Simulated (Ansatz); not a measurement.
# NaCuCl3 (cubic perovskite) (Pm-3m): how robust is the cRPA U?

Aim: hold the target of a cRPA run on NaCuCl3 (cubic perovskite) (Pm-3m) and move one thing at a time.

Calculated with Ansatz 0.2.0; constrained RPA on PBE, plane waves, PAW.

This is a report of a sequence of runs, with most program output left out.

The structure was built from a prototype and need not be the compound's stable phase.

### 1. The starting structure

The structure is cubic, space group Pm-3m (No. 221). Conventional cell: a = 4.802 Å, b = 4.802 Å, c = 4.802 Å, α = 90.00°, β = 90.00°, γ = 90.00°. Na has 12 Cl at 3.40 Å nearest. Nearest to Cu lie 6 Cl at 2.40 Å. Nearest to Cl lie 2 Cu at 2.40 Å and 4 Na at 3.40 Å. Farther neighbours and most contacts between anions are not listed.

The structure was relaxed with PBE. The structure type comes from a generator and need not be one that this composition takes. The structure was generated from a model, not taken from a measurement. The runs that relaxed it are not among those shown. The program's search for lower electronic states was switched off, so nothing shows that the state found is the lowest. The default PAW set here is soft_2. Its files were made with PBE.

### 2. Base: Cu d + anion p, bands v14 to v1, 4×4×4 mesh, medium accuracy

Constrained RPA screens the interaction with every transition except those inside the target bands, which a later many-body model would treat itself.

input.yaml reads:

```yaml
crystal:
  lattice:
    - [0.0, -4.80204177, 0.0]
    - [0.0, 0.0, 4.80204177]
    - [-4.80204177, 0.0, 0.0]
  atoms:
    - { symbol: Na, position: [0.0, 0.0, 0.0] }
    - { symbol: Cu, position: [0.5, 0.5, 0.5] }
    - { symbol: Cl, position: [0.5, 0.5, 0.0] }
    - { symbol: Cl, position: [0.5, 0.0, 0.5] }
    - { symbol: Cl, position: [0.0, 0.5, 0.5] }
kpoints:
  mp_grid: { grid: [6, 6, 6] }
hamiltonian:
  xc: pbe
scf:
  occupations: { method: gaussian, width: 0.08 }
  n_extra_bands: 19
  max_iter: 150
  lower_state_search: "off"
output:
  crpa:
    kmesh: [4, 4, 4]
    target_bands: [v14, v1]
    projections: [{ species: Cu, l: d, shell: 3 }, { species: Cl, l: p, shell: 3 }]
  local_orbitals:
    kmesh: [8, 8, 8]
    orbitals: [{ species: Cu, l: d, shell: 3 }, { species: Cl, l: p, shell: 3 }]
    window: { bands: [v14, v1] }
    seedname: lo
```

Started as:

```console
ansatz run input.yaml --threads 4 --pin off --max-ram 9216MiB --backend cpu --events-out ev --progress --plain --runs-dir out
```

It took 3.7 min on 4 threads of Intel Xeon Platinum 8375C at 2.90GHz (Ice Lake), shared host; peak memory 1 GiB; 14 min of CPU time.

Numbers from this step:

- U: 9.191 eV
- U prime (inter-orbital): 7.603 eV
- J: 0.7951 eV
- bare V: 27.46 eV
- bare J: 0.9520 eV
- stated bound on U: 0.02846 eV
- U over bare V: 0.3346
- electrons in the window: 27.00
- head of the constrained inverse dielectric matrix: 0.3542
- least eigenvalue of the projection's overlap: 0.7045
- target functions: 14
- bands in the sums: 50
- r.m.s. miss of the model bands: 3.02e-5 eV
- width of the target bands: 7.052 eV
- weight of the projected orbitals in the window: 0.9701

On the Cu d shell, screening brings the on-site interaction from 27.5 eV down to U = 9.19 eV.

### 3. Changed: 2×2×2 mesh

input.yaml, the sections that differ from step 2:

```yaml
output:
  crpa:
    kmesh: [2, 2, 2]
    target_bands: [v14, v1]
    projections: [{ species: Cu, l: d, shell: 3 }, { species: Cl, l: p, shell: 3 }]
# crystal, kpoints, hamiltonian, scf: as in step 2
```

Wall time 23 s (4 threads); peak memory 0.86 GiB.

Numbers from this step:

| Property | Result |
| --- | --- |
| U | 9.158 eV |
| U prime (inter-orbital) | 7.570 eV |
| J | 0.7948 eV |
| bare V | 27.48 eV |
| bare J | 0.9518 eV |
| stated bound on U | 0.02760 eV |
| U over bare V | 0.3332 |
| electrons in the window | 27.00 |
| head of the constrained inverse dielectric matrix | 0.3297 |
| least eigenvalue of the projection's overlap | 0.7045 |
| target functions | 14 |
| bands in the sums | 50 |
| width of the target bands | 7.052 eV |
| weight of the projected orbitals in the window | 0.9701 |

On the Cu d shell, screening brings the on-site interaction from 27.5 eV down to U = 9.16 eV.

### 4. Changed: accuracy high

input.yaml: that of step 3 with these lines changed.

```diff
@@ -22,4 +22,5 @@
   crpa:
-    kmesh: [2, 2, 2]
+    kmesh: [4, 4, 4]
     target_bands: [v14, v1]
     projections: [{ species: Cu, l: d, shell: 3 }, { species: Cl, l: p, shell: 3 }]
+    accuracy: high
```

Elapsed: 6.3 min, on 4 threads; peak memory 1.1 GiB; 24 min of CPU time.

Numbers from this step:

- U: 9.198 eV
- U prime (inter-orbital): 7.610 eV
- J: 0.7952 eV
- bare V: 27.46 eV
- bare J: 0.9520 eV
- stated bound on U: 0.002463 eV
- U over bare V: 0.3349
- electrons in the window: 27.00
- head of the constrained inverse dielectric matrix: 0.3542
- least eigenvalue of the projection's overlap: 0.7045
- target functions: 14
- bands in the sums: 50
- width of the target bands: 7.052 eV
- weight of the projected orbitals in the window: 0.9701

On the Cu d shell, screening brings the on-site interaction from 27.5 eV down to U = 9.20 eV.

### 5. Changed: sums over states

input.yaml: that of step 4 with these lines changed.

```diff
@@ -25,2 +25,4 @@
     projections: [{ species: Cu, l: d, shell: 3 }, { species: Cl, l: p, shell: 3 }]
-    accuracy: high
+    accuracy: sum_over_states
+    n_empty_bands: 100
+    ecut_chi: 250
```

The job ended after 41 s (4 threads; peak memory 0.98 GiB; 2.5 min of CPU time).

This variant gives U = 9.39 eV against 9.19 eV. It is a finite sum over empty states with no bound on its error and stays out of the table below.

### 6. Changed: a keyword of another program

input.yaml: that of step 5 with these lines changed.

```diff
@@ -25,4 +25,2 @@
     projections: [{ species: Cu, l: d, shell: 3 }, { species: Cl, l: p, shell: 3 }]
-    accuracy: sum_over_states
-    n_empty_bands: 100
-    ecut_chi: 250
+    NCRPA_BANDS: 1
```

Elapsed: 0.02 s, on 4 threads; peak memory 0.032 GiB.

The input was rejected at the start.

The program's message: “Error: YAML parse error: error: line 26 column 5: unknown field `NCRPA_BANDS`, expected one of accuracy, bounded_pairs, pair_densities, n_empty_bands, n_guard_bands, ecut_chi, kmesh, target_bands, pro …”

The fault put into this input: a keyword of another program.

### 7. Changed: volume +6 %

The cell differs from the one that the last finished run ended in (a 4.802 → 4.896 Å, b 4.802 → 4.896 Å, c 4.802 → 4.896 Å).

input.yaml, the sections that differ from step 6:

```yaml
crystal:
  lattice:
    - [0.0, -4.8962233625, 0.0]
    - [0.0, 0.0, 4.8962233625]
    - [-4.8962233625, 0.0, 0.0]
  atoms:
    - { symbol: Na, position: [0.0, 0.0, 0.0] }
    - { symbol: Cu, position: [0.5, 0.5, 0.5] }
    - { symbol: Cl, position: [0.5, 0.5, 0.0] }
    - { symbol: Cl, position: [0.5, 0.0, 0.5] }
    - { symbol: Cl, position: [0.0, 0.5, 0.5] }
output:
  crpa:
    kmesh: [4, 4, 4]
    target_bands: [v14, v1]
    projections: [{ species: Cu, l: d, shell: 3 }, { species: Cl, l: p, shell: 3 }]
  local_orbitals:
    kmesh: [8, 8, 8]
    orbitals: [{ species: Cu, l: d, shell: 3 }, { species: Cl, l: p, shell: 3 }]
    window: { bands: [v14, v1] }
    seedname: lo
# kpoints, hamiltonian, scf: as in step 6
```

The job ended after 3.6 min (4 threads; peak memory 1 GiB; 14 min of CPU time).

This step gave:

* U: 9.308 eV
* U prime (inter-orbital): 7.715 eV
* J: 0.7977 eV
* bare V: 27.51 eV
* bare J: 0.9541 eV
* stated bound on U: 0.02972 eV
* U over bare V: 0.3384
* electrons in the window: 27.00
* head of the constrained inverse dielectric matrix: 0.3607
* least eigenvalue of the projection's overlap: 0.7042
* target functions: 14
* bands in the sums: 50
* r.m.s. miss of the model bands: 2.61e-5 eV
* width of the target bands: 6.540 eV
* weight of the projected orbitals in the window: 0.9707

On the Cu d shell, screening brings the on-site interaction from 27.5 eV down to U = 9.31 eV.

### 8. Changed: volume -6 %

The cell differs from the one that the last finished run ended in (a 4.896 → 4.704 Å, b 4.896 → 4.704 Å, c 4.896 → 4.704 Å).

input.yaml: that of step 7 with these lines changed.

```diff
@@ -2,5 +2,5 @@
   lattice:
-    - [0.0, -4.8962233625, 0.0]
-    - [0.0, 0.0, 4.8962233625]
-    - [-4.8962233625, 0.0, 0.0]
+    - [0.0, -4.7040134114, 0.0]
+    - [0.0, 0.0, 4.7040134114]
+    - [-4.7040134114, 0.0, 0.0]
   atoms:
```

It took 3.3 min on 4 threads; peak memory 0.97 GiB.

This step gave:

* U: 9.056 eV
* U prime (inter-orbital): 7.473 eV
* J: 0.7919 eV
* bare V: 27.41 eV
* bare J: 0.9494 eV
* stated bound on U: 0.02657 eV
* U over bare V: 0.3304
* electrons in the window: 27.00
* head of the constrained inverse dielectric matrix: 0.3468
* least eigenvalue of the projection's overlap: 0.7043
* target functions: 14
* bands in the sums: 50
* r.m.s. miss of the model bands: 3.73e-5 eV
* width of the target bands: 7.627 eV
* weight of the projected orbitals in the window: 0.9694

On the Cu d shell, screening brings the on-site interaction from 27.4 eV down to U = 9.06 eV.

### 9. Side by side

Times are wall times on 4 threads of Intel Xeon Platinum 8375C at 2.90GHz (Ice Lake), shared host, good to a factor of about two.

| run | bare V (eV) | U (eV) | J (eV) | bound on U (eV) | width (eV) | time |
| --- | --- | --- | --- | --- | --- | --- |
| target window | 27.46 | 9.191 | 0.795 | 0.0285 | 7.05 | 3.7 min |
| 2×2×2 mesh | 27.48 | 9.158 | 0.795 | 0.0276 | 7.05 | 23 s |
| accuracy high | 27.46 | 9.198 | 0.795 | 0.0025 | 7.05 | 6.3 min |
| volume +6 % | 27.51 | 9.308 | 0.798 | 0.0297 | 6.54 | 3.6 min |
| volume -6 % | 27.41 | 9.056 | 0.792 | 0.0266 | 7.63 | 3.3 min |

### 10. Results

- target window: U 9.19 eV, J 0.80 eV
- 2×2×2 mesh: U 9.16 eV, J 0.79 eV
- accuracy high: U 9.20 eV, J 0.80 eV
- volume +6 %: U 9.31 eV, J 0.80 eV
- volume -6 %: U 9.06 eV, J 0.79 eV

**Reading.** 2×2×2 mesh moves U by −0.03 eV (within the solver's bounds, for the mean over orbitals) at 0.10 times the time. Accuracy high moves U by +0.01 eV (within the solver's bounds, for the mean over orbitals). Volume +6 % moves U by +0.12 eV. Volume -6 % moves U by −0.14 eV. The printed bound covers the solver alone, not the mesh, and no denser mesh than the base was run. The parent state is non-magnetic and the interaction static (zero frequency); U depends on the window and the orbitals, so it belongs to this model alone. A window that holds the anion p bands defines a model with explicit ligands; its U belongs to that model and is not the U of DFT+U.

[Paths, hosts, dates, memory and timing lines, banners, echoed tables and standing remarks are left out of the program output.]

[Logs are printed without paths, hosts, clocks, repeated set-up lines and the standing remarks that a program may print on its own settings, such as how far it seeks lower states.]

[Runs of the session that timed out or met a known fault of the program may be left out.]

[Hosts, paths, dates, database ids (printed as entryN), source tags and the programs' standing remarks are cut or masked in the printed files.]
